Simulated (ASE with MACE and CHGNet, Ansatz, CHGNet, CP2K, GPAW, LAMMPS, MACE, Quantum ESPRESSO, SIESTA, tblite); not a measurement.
## Machine-learned potentials runs on glassy 63GeO2-37Al2O3 (mol %) (112 atoms)

Wanted: machine-learned potentials inputs and outputs for glassy 63GeO2-37Al2O3 (mol %) (112 atoms), checked against a plane-wave reference.

Method: the method is named at each step, in ASE with MACE and CHGNet.

**1. The starting structure**

The cell holds 112 atoms: 19 Ge, 22 Al and 71 O. Cell: a = 11.365 Å, b = 11.365 Å, c = 11.365 Å, α = 90.0°, β = 90.0°, γ = 90.0°. 112 atoms (19 Ge, 22 Al, 71 O) placed at random at 3.4 g/cm³, melted at 4000 K for 10 ps at fixed volume with the Morse and Coulomb pair potential with partial charges (Pedone, Malavasi, Menziani, Cormack and Segre, J. Phys. Chem. B 110, 11780 (2006)). Quenched from 4000 K to 300 K at 20 K/ps and fixed volume, held 10 ps at zero pressure.

The yardstick, on the same geometry:

| Quantity | Value |
| --- | --- |
| method | Kohn-Sham DFT, PBE, PAW, plane waves (Ansatz 0.2.0); cutoff 420 eV, Γ point, fermi-dirac smearing of 0.05 eV; PAW set soft_2 |
| r.m.s. force component | 1.206 eV/Å |
| longest force | 5.752 eV/Å |
| pressure | 10.84 GPa |
| gap (highest filled to lowest empty level) | 2.636 eV |
| SCF cycles | 9 |
| time | 13 s on 8 threads of Arm Neoverse V2, shared host |
| CPU time | 99 s |

**2. MACE MPA-0 medium potential**

Method: machine-learned interatomic potential MACE MPA-0 medium, trained on PBE(+U) plane-wave data.

The input, run.py:

```python
import numpy as np
from ase.io import read
import mlip  # loads the published weights by name

atoms = read("structure.xyz")
atoms.calc = mlip.calc("mace-mpa-0-medium")
energy = atoms.get_potential_energy()
forces = atoms.get_forces()
print(f"energy {energy:.6f} eV")
print("forces (eV/A)")
for i, (a, f) in enumerate(zip(atoms, forces)):
    print(f"{i:4d} {a.symbol:2s} {f[0]:10.5f} {f[1]:10.5f} {f[2]:10.5f}")
stress = -atoms.get_stress(voigt=False) * 160.21766
print("stress (GPa, compression positive)")
for row in stress:
    print(" ".join(f"{x:10.4f}" for x in row))
```

The input, structure.xyz:

```xyz
112
Lattice="11.36488 0.00000 0.00000 0.00000 11.36488 0.00000 0.00000 0.00000 11.36488" Properties=species:S:1:pos:R:3 pbc="T T T"
Ge 10.49126 1.03432 2.25797
Ge 6.67300 4.10795 2.35321
Ge 2.85509 2.98430 7.05077
Ge 7.22272 1.73985 9.21658
Ge 10.40318 4.24581 3.22001
Ge 8.16328 6.63607 2.96157
Ge 10.65264 0.30810 8.26295
Ge 9.32363 8.67061 0.85123
Ge 1.29094 6.44502 5.29126
Ge 5.64312 4.71358 6.35990
Ge 7.69061 0.09910 0.90396
Ge 2.72359 4.56141 9.86722
Ge 5.57152 9.02565 8.01724
Ge 0.15786 8.88700 3.53630
Ge 4.29445 9.41739 3.90452
Ge 0.00409 5.19807 0.18582
Ge 2.47425 7.63493 8.25602
Ge 7.32512 8.95859 5.18864
Ge 10.26953 8.59174 9.51400
Al 7.05952 7.51628 10.76868
Al 8.30545 0.28287 6.54378
Al 10.19418 5.99418 7.54378
Al 11.11349 3.88702 6.24909
Al 7.15681 6.46468 8.43911
Al 9.89767 3.35264 9.32227
Al 4.07590 6.51765 0.77827
Al 8.01179 4.49276 10.78516
Al 3.56437 1.02295 4.96145
Al 6.69039 1.47584 3.81701
Al 8.11714 2.97726 5.25228
Al 4.12102 6.29864 4.06431
Al 2.49755 10.41341 1.74974
Al 4.43185 0.78486 8.18987
Al 10.16509 10.86767 5.17636
Al 2.27275 3.94816 3.81405
Al 4.08033 0.60529 11.24043
Al 4.60119 9.00224 0.61439
Al 1.37617 8.37251 11.18543
Al 2.06443 10.52524 9.65151
Al 3.91225 3.46413 0.98568
Al 2.35128 1.68962 2.43924
O 7.93291 9.70402 0.71042
O 3.98919 6.14976 2.38924
O 6.72426 5.77972 2.65677
O 3.98407 2.23343 11.26407
O 2.50436 6.10442 9.09656
O 8.51991 7.18579 1.41447
O 5.38866 5.80177 5.05260
O 0.48949 4.13295 4.17387
O 2.54073 2.11728 4.09022
O 3.48913 1.37845 6.79677
O 10.31033 0.17797 3.69109
O 1.67746 8.75244 9.40648
O 8.05611 7.81983 4.17159
O 10.81323 9.05417 11.12758
O 10.88483 7.23556 8.70243
[... 52 atom lines left out ...]
O 11.31317 5.75449 6.19738
O 2.55346 3.46981 2.08125
O 0.84373 1.07796 2.01590
O 5.98929 9.56843 4.41662
```

Command:

```
$ OMP_NUM_THREADS=1 python run.py > output.txt
```

Output:

```text
energy -752.200302 eV
forces (eV/A)
   0 Ge    0.02909    1.10652   -0.27195
   1 Ge   -0.00294    0.87625   -2.17007
   2 Ge    2.64941    1.25197    0.57377
   3 Ge    0.04418   -1.69119    2.33812
   4 Ge   -0.29153   -0.84614    0.61418
   5 Ge   -0.16861   -0.49259    1.16873
   6 Ge    2.04280   -0.70325    4.91234
   7 Ge    2.12675    0.21611   -0.06686
   8 Ge   -1.07161    1.53929    0.15169
   9 Ge    0.64816    1.07400    0.08014
  10 Ge    0.17031   -0.20546   -1.66635
  11 Ge   -0.27825    2.46227    1.24883
  12 Ge   -0.92743    0.64967    0.72950
  13 Ge   -0.42800   -1.67374   -0.85872
  14 Ge    0.77249    0.60036    2.58043
  15 Ge    0.81336    0.80914   -0.80631
  16 Ge   -0.19848   -1.48642   -0.26504
  17 Ge   -1.23585   -1.34764    1.74836
  18 Ge   -0.89306   -1.86691   -0.19503
  19 Al    0.74275    0.47425    1.50938
  20 Al   -1.11730    0.69293   -1.50393
  21 Al    3.00880    0.73584    2.20800
  22 Al    0.70973    0.12141   -0.08991
  23 Al   -0.74499    0.14971   -0.52868
[...]
104 O    -2.57112    1.00224   -0.56337
 105 O     2.33419   -1.46345   -2.28854
 106 O     1.74396   -0.14968   -0.14935
 107 O    -0.71354    0.96862    1.95047
 108 O    -0.96964   -1.36877   -0.11970
 109 O    -1.00143    0.01437    0.50905
 110 O    -0.79164   -0.75377   -1.01512
 111 O    -1.36149    1.74910   -1.56988
stress (GPa, compression positive)
   10.7096     0.0155    -0.3543
    0.0155    10.5832    -0.3241
   -0.3543    -0.3241    11.6590
```

Elapsed: 7.8 s, on 1 thread of Arm Neoverse V2, shared host; peak memory 1.2 GiB.

Banners, paths, timers and routine set-up lines are dropped from the logs unmarked, and long logs keep their key lines alone; longer cuts are marked.

Compared with the plane-wave run:

| Property | Result |
| --- | --- |
| r.m.s. force component | 1.161 eV/Å |
| r.m.s. difference of force components | 105.4 meV/Å |
| longest difference of force vectors | 388 meV/Å |
| force difference over r.m.s. force | 8.742 % |
| slope of forces against the reference's | 0.9596 |
| correlation of force components | 0.9968 |
| pressure | 10.98 GPa |
| pressure difference | 0.1455 GPa |

Length of the force difference by element (eV/Å):

| element | atoms | mean | most |
| --- | --- | --- | --- |
| Al | 22 | 0.15 | 0.35 |
| Ge | 19 | 0.22 | 0.39 |
| O | 71 | 0.14 | 0.38 |

A closer look about Ge7, which bears the longest force: 11 atoms, nearest first, numbered in the order of the input, with positions taken from that point.

| atom | x | y | z | distance (Å) | bonds | Fx | Fy | Fz (eV/Å) |
| --- | --- | --- | --- | --- | --- | --- | --- | --- |
| Ge7 | 0.00 | 0.00 | 0.00 | 0.00 | 4 | 2.04 | -0.70 | 4.91 |
| O78 | -0.47 | 0.13 | -1.60 | 1.67 | 3 | -0.99 | 0.41 | -3.17 |
| O88 | 1.66 | -0.40 | 0.37 | 1.75 | 2 | -0.19 | 1.04 | -0.93 |
| O94 | -0.39 | 1.39 | 0.99 | 1.75 | 2 | 0.63 | -0.98 | -0.11 |
| O104 | -0.57 | -1.64 | 0.44 | 1.79 | 2 | -1.55 | 1.97 | -1.63 |
| O69 | -2.64 | 0.56 | -0.26 | 2.71 | 2 | 0.37 | -0.18 | 1.51 |
| Al21 | -2.35 | -0.03 | -1.72 | 2.91 | 4 | -1.12 | 0.69 | -1.50 |
| Al34 | -0.49 | -0.81 | -3.09 | 3.23 | 4 | 1.25 | -2.65 | -0.58 |
| Al39 | 2.78 | -1.15 | 1.39 | 3.31 | 4 | 0.00 | 0.21 | 0.45 |
| Al25 | -0.75 | 3.04 | 1.06 | 3.31 | 4 | 0.03 | 0.00 | 0.73 |
| Ge19 | -0.38 | -3.08 | 1.25 | 3.35 | 4 | -0.89 | -1.87 | -0.20 |

Atoms are counted from 1 here, from 0 in the log.

Forces lie 8.7 % from the reference's, at 0.078 times its CPU time (on 1 against 8 cores).

**3. CHGNet r2SCAN potential**

Method: machine-learned interatomic potential CHGNet r2SCAN, trained on r2SCAN plane-wave data.

Edit run.py of step 2 so:

```diff
@@ -5,3 +5,3 @@
 atoms = read("structure.xyz")
-atoms.calc = mlip.calc("mace-mpa-0-medium")
+atoms.calc = mlip.calc("chgnet-r2scan")
 energy = atoms.get_potential_energy()
```

structure.xyz is that of step 2.

Output:

```text
CHGNet vr2scan initialized with 412,525 parameters
CHGNet will run on cpu
energy -1101.265503 eV
forces (eV/A)
   0 Ge   -0.13608    0.71234   -0.46804
   1 Ge   -0.03417    0.71741   -1.58017
   2 Ge    2.42884    0.87448    0.34457
   3 Ge    0.29898   -1.14357    1.89333
   4 Ge   -0.17981   -0.56204    0.31869
   5 Ge   -0.09055   -0.47175    0.87420
   6 Ge    1.79787   -0.54586    3.87202
   7 Ge    1.50344    0.32087   -0.04086
   8 Ge   -0.71537    1.12407    0.27768
   9 Ge    0.25173    0.99547    0.06103
  10 Ge    0.55712   -0.39295   -1.51433
  11 Ge   -0.35240    1.97805    1.15972
  12 Ge   -0.65545    0.38064    0.61270
  13 Ge   -0.31994   -1.56434   -1.03423
  14 Ge    0.55828    0.40094    1.80267
  15 Ge    0.55259    0.63923   -0.56392
  16 Ge   -0.06321   -0.81261    0.08305
  17 Ge   -1.01067   -0.97899    1.32577
  18 Ge   -0.44091   -1.30832    0.15741
  19 Al    0.45317    0.20259    0.42540
  20 Al   -0.60986    0.26217   -1.30878
  21 Al    2.38232    0.42621    1.33815
  22 Al    0.63253    0.12546   -0.06553
  23 Al   -0.59097    0.22918   -0.23897
[...]
104 O    -2.05953    0.49498   -0.55196
 105 O     1.59190   -0.98422   -1.82229
 106 O     1.32488   -0.05671   -0.27877
 107 O    -0.64121    1.01249    1.49647
 108 O    -0.77167   -1.03656    0.10901
 109 O    -0.54724    0.05195    0.36578
 110 O    -0.44146   -0.48025   -0.59405
 111 O    -0.85566    1.17788   -1.03727
stress (GPa, compression positive)
    4.5512    -0.0691    -0.1388
   -0.0691     4.3308    -0.1758
   -0.1388    -0.1758     5.2000
```

Run time: 3.7 s. Hardware: 1 thread; peak memory 1.5 GiB.

Numbers from this run, and their distance from the reference:

| Item | Value |
| --- | --- |
| r.m.s. force component | 0.8736 eV/Å |
| r.m.s. difference of force components | 382 meV/Å |
| longest difference of force vectors | 1463 meV/Å |
| force difference over r.m.s. force | 31.68 % |
| slope of forces against the reference's | 0.7122 |
| correlation of force components | 0.9832 |
| pressure | 4.694 GPa |
| pressure difference | -6.144 GPa |

Against the first run (8.7 %), the force difference from the reference is 32 %, at 0.48 times the CPU time; this potential was trained at another functional than the reference's, which explains only part of so large a difference.

**4. CHGNet 0.3.0 potential**

Method: machine-learned interatomic potential CHGNet 0.3.0, trained on PBE(+U) plane-wave data.

Edit run.py of step 3 so:

```diff
@@ -5,3 +5,3 @@
 atoms = read("structure.xyz")
-atoms.calc = mlip.calc("chgnet-r2scan")
+atoms.calc = mlip.calc("chgnet-0.3.0")
 energy = atoms.get_potential_energy()
```

structure.xyz is that of step 3.

Output:

```text
CHGNet v0.3.0 initialized with 412,525 parameters
CHGNet will run on cpu
energy -802.387756 eV
forces (eV/A)
   0 Ge   -0.15626    0.94907   -0.45938
   1 Ge    0.02041    0.96035   -2.17976
   2 Ge    2.64824    1.28705    0.37350
   3 Ge    0.22075   -1.55969    2.58693
   4 Ge   -0.21531   -0.72850    0.14604
   5 Ge   -0.04803   -0.49117    1.01342
   6 Ge    2.19191   -0.56842    5.00273
   7 Ge    1.93312    0.39165    0.00251
   8 Ge   -0.93972    1.57866    0.38452
   9 Ge    0.36983    1.14179    0.06998
  10 Ge    0.58573   -0.38505   -1.81175
  11 Ge   -0.52539    2.78199    1.48195
  12 Ge   -0.93826    0.54580    0.88355
  13 Ge   -0.55034   -1.84051   -1.20871
  14 Ge    0.79010    0.45829    2.33154
  15 Ge    0.76067    0.89195   -0.79277
  16 Ge   -0.13167   -1.21287    0.00880
  17 Ge   -1.42357   -1.37399    1.57722
  18 Ge   -0.51833   -1.77392    0.10139
  19 Al    0.47050    0.28136    0.97771
  20 Al   -0.90323    0.49163   -1.65332
  21 Al    2.97037    0.55602    1.86651
  22 Al    0.64998    0.16199   -0.00807
  23 Al   -0.61852    0.26907   -0.43885
[...]
104 O    -2.61762    0.90975   -0.67720
 105 O     2.08253   -1.43872   -2.15967
 106 O     1.93632   -0.13437   -0.27338
 107 O    -0.72056    1.21094    2.14787
 108 O    -1.01267   -1.25953    0.05731
 109 O    -0.84767    0.20815    0.47236
 110 O    -0.50334   -0.74446   -0.98782
 111 O    -1.15839    1.67871   -1.48567
stress (GPa, compression positive)
    9.9691    -0.0215    -0.1426
   -0.0215     9.6032    -0.0715
   -0.1426    -0.0715    10.7905
```

The job ended after 3.6 s (1 thread; peak memory 1.5 GiB).

Compared with the plane-wave run:

* r.m.s. force component: 1.133 eV/Å
* r.m.s. difference of force components: 171.3 meV/Å
* longest difference of force vectors: 640.3 meV/Å
* force difference over r.m.s. force: 14.2 %
* slope of forces against the reference's: 0.9314
* correlation of force components: 0.9912
* pressure: 10.12 GPa
* pressure difference: -0.7175 GPa

Against the first run (8.7 %), the force difference from the reference is 14 %, at 0.47 times the CPU time.

**5. Side by side**

Differences are against the plane-wave reference, forces as r.m.s. over components; share is that over the reference's r.m.s. force, slope the least-squares factor from reference forces to these. Total energies of different programs have different zeros and aren't compared.

| run | Δ force, r.m.s. (meV/Å) | share (%) | slope | Δ pressure (GPa) | cores | CPU time | memory (GiB) |
| --- | --- | --- | --- | --- | --- | --- | --- |
| reference | - | - | - | - | 8 | 99 s | 2.2 |
| MACE MPA-0 medium potential | 105 | 8.74 | 0.960 | 0.145 | 1 | 7.8 s | 1.2 |
| CHGNet r2SCAN potential | 382 | 31.7 | 0.712 | -6.14 | 1 | 3.7 s | 1.5 |
| CHGNet 0.3.0 potential | 171 | 14.2 | 0.931 | -0.718 | 1 | 3.6 s | 1.5 |

Times of the machine-learned potentials are mostly Python's start and the loading of weights.

CPU time is summed over cores on a shared host, where runs went side by side, so it is rough. Symmetry, cutoffs, thresholds, outputs and thread counts weren't matched or tuned between programs; memory under MPI is the largest rank's times the ranks.

**6. What came out**

| Property | Result |
| --- | --- |
| nearest in forces | MACE MPA-0 medium potential, 8.7 % |
| its CPU time | 7.8 s |

Machine-learned potentials differ by 8.7 % (MACE MPA-0 medium potential) to 32 % (CHGNet r2SCAN potential); they were trained on other programs' data, some at another functional. Machine-learned potentials mimic data converged in k, so the reference's own k-point error enters their differences. The quench rate of 20 K/ps is many orders above laboratory rates, so the cell is likely richer in defects and strain than a real sample. The network of bonds at the start is that of the classical potential that made the cell, and needn't be the one that DFT or experiment would give. The electronic-structure runs sample only Γ, in a cell whose shortest periodic width is 11 Å.

[Also dropped from logs without a mark: logging warnings of Python, and SIESTA's first energy breakdown and zero terms.]

[Logs are printed without paths, hosts, clocks, repeated set-up lines and the standing remarks that a program may print on its own settings, such as how far it seeks lower states.]

[Hosts, paths, dates, database ids (printed as entryN), source tags and the programs' standing remarks are cut or masked in the printed files.]
